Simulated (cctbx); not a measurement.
**Accept or mend?**

Cell a = 5.0980 Å, b = 5.0980 Å, c = 11.8910 Å, α = 90.00°, β = 90.00°, γ = 90.00°; space group P4/nmm (no. 129, origin choice 1).

The data are simulated with cctbx, not measured: Ag Kα, λ = 0.56087 Å, to d = 0.77 Å, 80 % of the full sphere, strongest reflection 40000 counts, noise from counting, a 6 % proportional error and a noise floor of 8 counts (s.d.); no absorption.

An anisotropic refinement with weights 1/σ² prints:

```text
Rint 0.049, 253 unique reflections to 0.77 A
cycle     R1     wR2    GooF  max shift (A)
   1  0.0236  0.0744   2.830   0.00044
   2  0.0139  0.0364   1.386   0.00000
final R1 0.0139 wR2 0.0364 GooF 1.386  parameters 10  data/parameter 25.3
atom        x        y        z      Ueq    occ   su(xyz)  su(Uiso or U11)
Bi1    0.50000  0.00000  0.85069   0.0043  1.000  0.00002  0.0001
Ce1    0.00000  0.50000  0.66828   0.0073  1.000  0.00004  0.0002
I1     0.00000  0.00000  0.50000   0.0058  1.000  0.00000  0.0002
Ga1    0.00000  0.00000  0.00000   0.0067  1.000  0.00000  0.0003
difference map: max 0.81 min -2.48 rms 0.22
Q1    0.0000  0.5000  0.3689    2    0.84  2.61 A from Bi1
Q2    0.0000  0.5000  0.8766    2    0.81  2.48 A from Ce1
Q3    0.1466  0.3534  0.0753    8    0.61  1.38 A from Bi1
Q4    0.1805  0.3195  0.4152    8    0.56  2.13 A from I1
Q5    0.0000  0.5000  0.1156    2    0.56  0.40 A from Bi1
Q6    0.1527  0.3473  0.5708    8    0.56  1.60 A from Ce1
```

**Question.** Can this result stand? If not, what is the likely fault?

Mend it. The fault: wrong element: Ce1 is Ba. Against the right model at the same level, R1 goes from 0.0104 to 0.0139 and GooF from 0.94 to 1.39, U of Ce1 swells from 0.0053 to 0.0073 Å² and a hole of -2.5 e/Å³ opens. Ce1 has 2 electrons too many and its U swells to shed them, as expected (near an absorption edge f′ can widen the mismatch well beyond the difference in Z). The signs are weak, and the output alone doesn't single this fault out.

The compound is BaGaBiI. The right model at the same level gives:

```text
Rint 0.049, 253 unique reflections to 0.77 A
cycle     R1     wR2    GooF  max shift (A)
   1  0.0105  0.0248   0.945   0.00002
   2  0.0104  0.0247   0.940   0.00000
final R1 0.0104 wR2 0.0247 GooF 0.940  parameters 10  data/parameter 25.3
atom        x        y        z      Ueq    occ   su(xyz)  su(Uiso or U11)
Bi1    0.50000  0.00000  0.85073   0.0044  1.000  0.00002  0.0001
Ba1    0.00000  0.50000  0.66831   0.0053  1.000  0.00003  0.0001
I1     0.00000  0.00000  0.50000   0.0058  1.000  0.00000  0.0001
Ga1    0.00000  0.00000  0.00000   0.0068  1.000  0.00000  0.0002
difference map: max 0.75 min -0.59 rms 0.18
Q1    0.0000  0.5000  0.3695    2    0.76  2.62 A from Bi1
Q2    0.0000  0.5000  0.8771    2    0.75  2.48 A from Ba1
Q3    0.1449  0.3551  0.5760    8    0.59  1.52 A from Ba1
Q4    0.1308  0.2036  0.2737   16    0.54  2.22 A from Bi1
Q5    0.1476  0.3524  0.0767    8    0.54  1.37 A from Bi1
Q6    0.1829  0.3171  0.4165    8    0.54  2.11 A from I1
```

The model was made for the exercise: a known structure type with other elements put in, its volume estimated, not relaxed; displacement parameters are assumed.

[Middle refinement cycles are left out of these outputs.]

[Logs are printed without paths, hosts, clocks, repeated set-up lines and the standing remarks that a program may print on its own settings, such as how far it seeks lower states.]
